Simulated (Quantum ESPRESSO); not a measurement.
# 1T-PtS2, 2 layers, AA stacking, stepped through biaxial strain, part 2 of 8

What law, if any, do the results for 1T-PtS2, 2 layers, AA stacking follow against biaxial strain?

Quantum ESPRESSO 7.5; plane-wave DFT, PBE, GBRV ultrasoft pseudopotentials.

So far. Step 2 (Variable-cell relaxation of the reference):  The last row is no step: it is a fresh SCF in the final cell with a new plane-wave basis, +0 meV from the row before.

### Step 3. Relaxing the ions, -4 %

Level of this step: plane-wave DFT, PBE-D3(BJ), GBRV ultrasoft pseudopotentials (Quantum ESPRESSO).

The input, m0.relax.in:

```
&control
  prefix = 'm0.relax'
  outdir = './out'
  pseudo_dir = './pseudo'
  nstep = 40
  forc_conv_thr = 0.0003
  calculation = 'relax'
  tstress = .true.
/
&system
  ibrav = 0
  nat = 6
  ntyp = 2
  ecutwfc = 50
  ecutrho = 250
  vdw_corr = 'grimme-d3'
  dftd3_version = 4
  occupations = 'smearing'
  smearing = 'fd'
  degauss = 0.002
/
&electrons
  conv_thr = 1e-09
  mixing_beta = 0.4
  electron_maxstep = 120
  mixing_mode = 'plain'
/
&ions
/
ATOMIC_SPECIES
  S   32.0600  s_pbe_v1.4.uspp.F.UPF
  Pt  195.0840  pt_pbe_v1.4.uspp.F.UPF
CELL_PARAMETERS angstrom
  3.41782154112000 0.00000000000000 0.00000000000000
  -1.70891077056000 2.95992028032000 0.00000000000000
  0.00000000000000 0.00000000000000 22.22817278700000
ATOMIC_POSITIONS crystal
  S   0.666666666700 0.333333333300 0.336507656100
  Pt  0.000000000000 0.000000000000 0.392298910300
  S   0.333333333300 0.666666666700 0.446740145800
  S   0.666666666700 0.333333333300 0.553259854200
  Pt  0.000000000000 0.000000000000 0.607701089700
  S   0.333333333300 0.666666666700 0.663492343900
K_POINTS automatic
  12 12 1 0 0 0
```

The run is started by

```bash
> OMP_NUM_THREADS=1 mpirun -n 4 pw.x -nk 4 -in m0.relax.in > m0.relax.out
```

The program printed:

```text
[banner, memory and clock lines left out]
Program PWSCF v.7.5 starts
[citation notice left out]

[...]
Message from routine setup:
[...]
bravais-lattice index     =            0
     lattice parameter (alat)  =       6.4587  a.u.
     unit-cell volume          =    1517.5037 (a.u.)^3
     number of atoms/cell      =            6
     number of atomic types    =            2
     number of electrons       =        56.00
     number of Kohn-Sham states=           34
     kinetic-energy cutoff     =      50.0000  Ry
     charge density cutoff     =     250.0000  Ry
     scf convergence threshold =      1.0E-09
     mixing beta               =       0.4000
     number of iterations used =            8  plain     mixing
     energy convergence thresh.=      1.0E-04
     force convergence thresh. =      3.0E-04
     Exchange-correlation=  SLA  PW   PBX  PBC
                           (   1   4   3   4   0   0   0)
     nstep                     =           40

[...]
PseudoPot. # 1 for S  read from file:
     ./pseudo/s_pbe_v1.4.uspp.F.UPF
     Pseudo is Ultrasoft + core correction, Zval =  6.0
     Generated by new atomic code, or converted to UPF format
     Using radial grid of  907 points,  6 beta functions with:
                l(1) =   0
                l(2) =   0
                l(3) =   1
                l(4) =   1
                l(5) =   2
                l(6) =   2
     Q(r) pseudized with  8 coefficients,  rinner =    1.300   1.300   1.300
                                                       1.300   1.300

     PseudoPot. # 2 for Pt read from file:
     ./pseudo/pt_pbe_v1.4.uspp.F.UPF
     Pseudo is Ultrasoft + core correction, Zval = 16.0
     Generated by new atomic code, or converted to UPF format
     Using radial grid of  985 points,  6 beta functions with:
                l(1) =   0
                l(2) =   0
                l(3) =   1
                l(4) =   1
                l(5) =   2
                l(6) =   2
     Q(r) pseudized with  8 coefficients,  rinner =    1.300   1.300   1.300
                                                       1.300   1.300

     atomic species   valence    mass     pseudopotential
     S                 6.00    32.06000     S ( 1.00)
     Pt               16.00   195.08400     Pt( 1.00)

     12 Sym. Ops., with inversion, found

[...]
number of k points=    19  Fermi-Dirac smearing, width (Ry)=  0.0020
[...]
Dense  grid:   101215 G-vectors     FFT dimensions: (  36,  36, 216)

     Smooth grid:    72603 G-vectors     FFT dimensions: (  30,  30, 192)

     Initial potential from superposition of free atoms

     starting charge      54.9998, renormalised to      56.0000

     negative rho (up, down):  3.821E-01 0.000E+00
     Starting wfcs are   40 randomized atomic wfcs

     per-process dynamical memory:   100.9 Mb

     Self-consistent Calculation

     iteration #  1     ecut=    50.00 Ry     beta= 0.40
     Davidson diagonalization with overlap
     ethr =  1.00E-02,  avg # of iterations =  5.1

     negative rho (up, down):  3.601E-01 0.000E+00

     total energy              =    -516.68260363 Ry
     estimated scf accuracy    <       3.91894029 Ry

     iteration #  2     ecut=    50.00 Ry     beta= 0.40
[...]
negative rho (up, down):  3.637E-01 0.000E+00

[...]
total energy              =    -517.78755986 Ry
     estimated scf accuracy    <       1.70711429 Ry

     iteration #  3     ecut=    50.00 Ry     beta= 0.40
[...]
negative rho (up, down):  3.628E-01 0.000E+00

[...]
total energy              =    -518.01231003 Ry
     estimated scf accuracy    <       0.18669249 Ry

     iteration #  4     ecut=    50.00 Ry     beta= 0.40
[...]
negative rho (up, down):  3.600E-01 0.000E+00

[...]
total energy              =    -518.04577680 Ry
     estimated scf accuracy    <       0.08673332 Ry

     iteration #  5     ecut=    50.00 Ry     beta= 0.40
[...]
negative rho (up, down):  3.583E-01 0.000E+00

[...]
total energy              =    -518.04958604 Ry
     estimated scf accuracy    <       0.01003615 Ry

     iteration #  6     ecut=    50.00 Ry     beta= 0.40
[...]
negative rho (up, down):  3.583E-01 0.000E+00

[...]
total energy              =    -518.05242453 Ry
     estimated scf accuracy    <       0.00422815 Ry

[...]
iteration # 12     ecut=    50.00 Ry     beta= 0.40
[...]
negative rho (up, down):  3.585E-01 0.000E+00

[...]
total energy              =    -518.05279729 Ry
     estimated scf accuracy    <       0.00000002 Ry

     iteration # 13     ecut=    50.00 Ry     beta= 0.40
[...]
negative rho (up, down):  3.585E-01 0.000E+00

[...]
total energy              =    -518.05279730 Ry
     estimated scf accuracy    <       0.00000003 Ry

     iteration # 14     ecut=    50.00 Ry     beta= 0.40
[...]
negative rho (up, down):  3.585E-01 0.000E+00

[...]
total energy              =    -518.05279731 Ry
     estimated scf accuracy    <          2.8E-09 Ry

     iteration # 15     ecut=    50.00 Ry     beta= 0.40
[...]
negative rho (up, down):  3.585E-01 0.000E+00

[...]
End of self-consistent calculation

          k = 0.0000 0.0000 0.0000 (  9113 PWs)   bands (ev):

   -51.4855 -51.4855 -51.4855 -51.4855 -51.4440 -51.4439 -13.4275 -13.0708
   -10.9629 -10.3175  -4.8849  -4.5917  -4.5917  -4.5697  -4.5697  -3.8674
    -1.7190  -1.7190  -1.6979  -1.6979  -0.1367   0.6571   0.6623   1.2379
     1.2379   1.4541   1.4541   2.2387   4.9236   4.9236   5.4050   5.4050
     7.0024   7.0849

          k = 0.0000 0.0962 0.0000 (  9083 PWs)   bands (ev):

   -51.4879 -51.4879 -51.4861 -51.4861 -51.4437 -51.4436 -13.3251 -12.9673
   -10.9668 -10.3590  -4.8810  -4.5782  -4.5321  -4.5102  -4.5050  -3.7630
    -1.8784  -1.8349  -1.8045  -1.7694  -0.0640   0.3280   0.4782   1.1840
     1.2920   1.4850   1.5100   2.5140   4.4502   4.7600   4.9126   5.2860
     7.2343   7.3063

[...]
the Fermi energy is     3.0053 ev

!    total energy              =    -518.05279731 Ry
     estimated scf accuracy    <          7.4E-10 Ry
     smearing contrib. (-TS)   =      -0.00000000 Ry
     internal energy E=F+TS    =    -518.05279731 Ry

     The total energy is F=E-TS. E is the sum of the following terms:
     one-electron contribution =   -2888.14681261 Ry
     hartree contribution      =    1456.76805154 Ry
     xc contribution           =    -147.94095978 Ry
     ewald contribution        =    1061.42816637 Ry
     DFT-D3 Dispersion         =      -0.16124283 Ry

     convergence has been achieved in  15 iterations

     negative rho (up, down):  3.585E-01 0.000E+00

     Forces acting on atoms (cartesian axes, Ry/au):

     atom    1 type  1   force =    -0.00000000   -0.00000000   -0.04919399
     atom    2 type  2   force =     0.00000000    0.00000000    0.00228828
     atom    3 type  1   force =     0.00000000    0.00000000    0.04255441
     atom    4 type  1   force =    -0.00000000   -0.00000000   -0.04255441
     atom    5 type  2   force =    -0.00000000   -0.00000000   -0.00228828
     atom    6 type  1   force =     0.00000000    0.00000000    0.04919399

     Total force =     0.092045     Total SCF correction =     0.000123

     Computing stress (Cartesian axis) and pressure

     negative rho (up, down):  3.585E-01 0.000E+00
          total   stress  (Ry/bohr**3)                   (kbar)     P=       71.09
   0.00057273  -0.00000000   0.00000000           84.25       -0.00        0.00
  -0.00000000   0.00057273   0.00000000           -0.00       84.25        0.00
  -0.00000000  -0.00000000   0.00030424           -0.00       -0.00       44.75

     BFGS Geometry Optimization
     Energy error            =      8.5E-03 Ry
     Gradient error          =      4.9E-02 Ry/Bohr

     number of scf cycles    =   1
     number of bfgs steps    =   0

     energy             new  =    -518.0527973059 Ry

     new trust radius        =       0.0491939937 bohr
     new conv_thr            =       0.0000000010 Ry

ATOMIC_POSITIONS (crystal)
S                0.6666666667        0.3333333333        0.3353365144
Pt               0.0000000000        0.0000000000        0.3923533866
S                0.3333333333        0.6666666667        0.4477532217
S                0.6666666667        0.3333333333        0.5522467783
Pt              -0.0000000000       -0.0000000000        0.6076466134
S                0.3333333333        0.6666666667        0.6646634856

[...]
NEW-OLD atomic charge density approx. for the potential

     negative rho (up, down):  3.582E-01 0.000E+00

     per-process dynamical memory:   113.4 Mb

[...]
!    total energy              =    -518.05986962 Ry
[...]
Total force =     0.061862     Total SCF correction =     0.000198
[...]
number of bfgs steps    =   1
[...]
energy             new  =    -518.0598696187 Ry
[...]
new trust radius        =       0.0541133930 bohr
[...]
!    total energy              =    -518.06445252 Ry
[...]
Total force =     0.031079     Total SCF correction =     0.000053
[...]
number of bfgs steps    =   2
[...]
energy             new  =    -518.0644525192 Ry
[...]
new trust radius        =       0.0568216743 bohr
[...]
!    total energy              =    -518.06607603 Ry
[...]
Total force =     0.006168     Total SCF correction =     0.000092
[...]
number of bfgs steps    =   3
[...]
energy             new  =    -518.0660760332 Ry
[...]
new trust radius        =       0.0060206931 bohr
[...]
!    total energy              =    -518.06611935 Ry
[...]
Total force =     0.006133     Total SCF correction =     0.000028
[...]
number of bfgs steps    =   4
[...]
energy             new  =    -518.0661193515 Ry
[...]
new trust radius        =       0.0066227624 bohr
[...]
!    total energy              =    -518.06617724 Ry
[...]
Total force =     0.006319     Total SCF correction =     0.000005
[...]
number of bfgs steps    =   5
[...]
energy             new  =    -518.0661772403 Ry
[...]
new trust radius        =       0.0099341436 bohr
[...]
!    total energy              =    -518.06740900 Ry
[...]
Total force =     0.009507     Total SCF correction =     0.000005
[...]
number of bfgs steps    =  10
[...]
energy             new  =    -518.0674089987 Ry
[...]
new trust radius        =       0.0754374027 bohr
[...]
Self-consistent Calculation

     iteration #  1     ecut=    50.00 Ry     beta= 0.40
     Davidson diagonalization with overlap
     ethr =  1.00E-06,  avg # of iterations = 12.1

     negative rho (up, down):  3.595E-01 0.000E+00

     total energy              =    -518.06023004 Ry
     estimated scf accuracy    <       0.01719351 Ry

[...]
iteration # 12     ecut=    50.00 Ry     beta= 0.40
[...]
negative rho (up, down):  3.596E-01 0.000E+00

[...]
End of self-consistent calculation

          k = 0.0000 0.0000 0.0000 (  9113 PWs)   bands (ev):

   -51.3005 -51.3004 -51.2583 -51.2583 -51.2583 -51.2583 -12.9654 -12.5890
   -10.9222 -10.3676  -4.6722  -3.9506  -3.9506  -3.9305  -3.9305  -3.7190
    -1.4115  -1.4115  -1.3970  -1.3970  -0.2460   0.4496   0.4529   1.3954
     1.3954   1.5996   1.5996   2.0415   4.6372   4.6372   5.0520   5.0520
     7.0407   7.1871

          k = 0.0000 0.0962 0.0000 (  9083 PWs)   bands (ev):

   -51.3001 -51.3001 -51.2606 -51.2606 -51.2589 -51.2588 -12.8693 -12.4917
   -10.9111 -10.3856  -4.6042  -3.9896  -3.9624  -3.8999  -3.8744  -3.5903
    -1.5660  -1.5310  -1.4891  -1.4625  -0.1815   0.2351   0.3621   1.1609
     1.4439   1.5380   1.6535   2.3596   4.2447   4.5025   4.6142   4.9561
     7.1958   7.3880

[...]
0.2443   0.4327   0.4986   1.0009   4.1
```

It took 13 min on 4 MPI ranks of Arm Neoverse V1, shared host; peak memory 0.92 GiB; 50 min of CPU time.

Relaxation path:

```csv
step,energy less that of the first step (eV),largest force (eV/Å)
1,0.0000,1.2648
2,-0.0962,0.8694
3,-0.1586,0.4655
4,-0.1807,0.0776
5,-0.1813,0.0729
6,-0.1820,0.0847
7,-0.1834,0.0957
8,-0.1854,0.1062
9,-0.1885,0.1155
10,-0.1928,0.1231
11,-0.1988,0.1284
12,-0.2061,0.1270
13,-0.2134,0.1183
14,-0.2171,0.0930
15,-0.2179,0.0573
16,-0.2182,0.0220
17,-0.2182,0.0034
```

The atoms that moved most (Å):

```
atom     dx     dy      dz  length
  S6  0.000  0.000   0.323   0.323
  S1  0.000  0.000  -0.323   0.323
 Pt2  0.000  0.000  -0.241   0.241
 Pt5  0.000  0.000   0.241   0.241
  S3  0.000  0.000  -0.154   0.154
  S4  0.000  0.000   0.154   0.154
```

Final coordinates:

```xyz
6
Lattice="3.4178 0.0000 0.0000 -1.7089 2.9599 0.0000 0.0000 0.0000 22.2282" Properties=species:S:1:pos:R:3
S     1.7089    0.9866    7.1567
Pt    0.0000    0.0000    8.4793
S     0.0000    1.9733    9.7761
S     1.7089    0.9866   12.4521
Pt    0.0000    0.0000   13.7489
S     0.0000    1.9733   15.0715
```

The relaxation lowers the energy by 36 meV an atom.

Numbers from this step:

| Quantity | Value |
| --- | --- |
| free energy | -7048.6856 eV |
| Fermi energy | 2.744 eV |

(Part 2 of 8 ends here.)

[Logs are printed without paths, hosts, clocks, repeated set-up lines and the standing remarks that a program may print on its own settings, such as how far it seeks lower states.]

[Hosts, paths, dates, database ids (printed as entryN), source tags and the programs' standing remarks are cut or masked in the printed files.]

[Maps of the electrostatic potential energy from Ansatz leave out the sawtooth potential of an applied field or a dipole correction, so their vacuum need not be flat; planar profiles and work functions include it.]
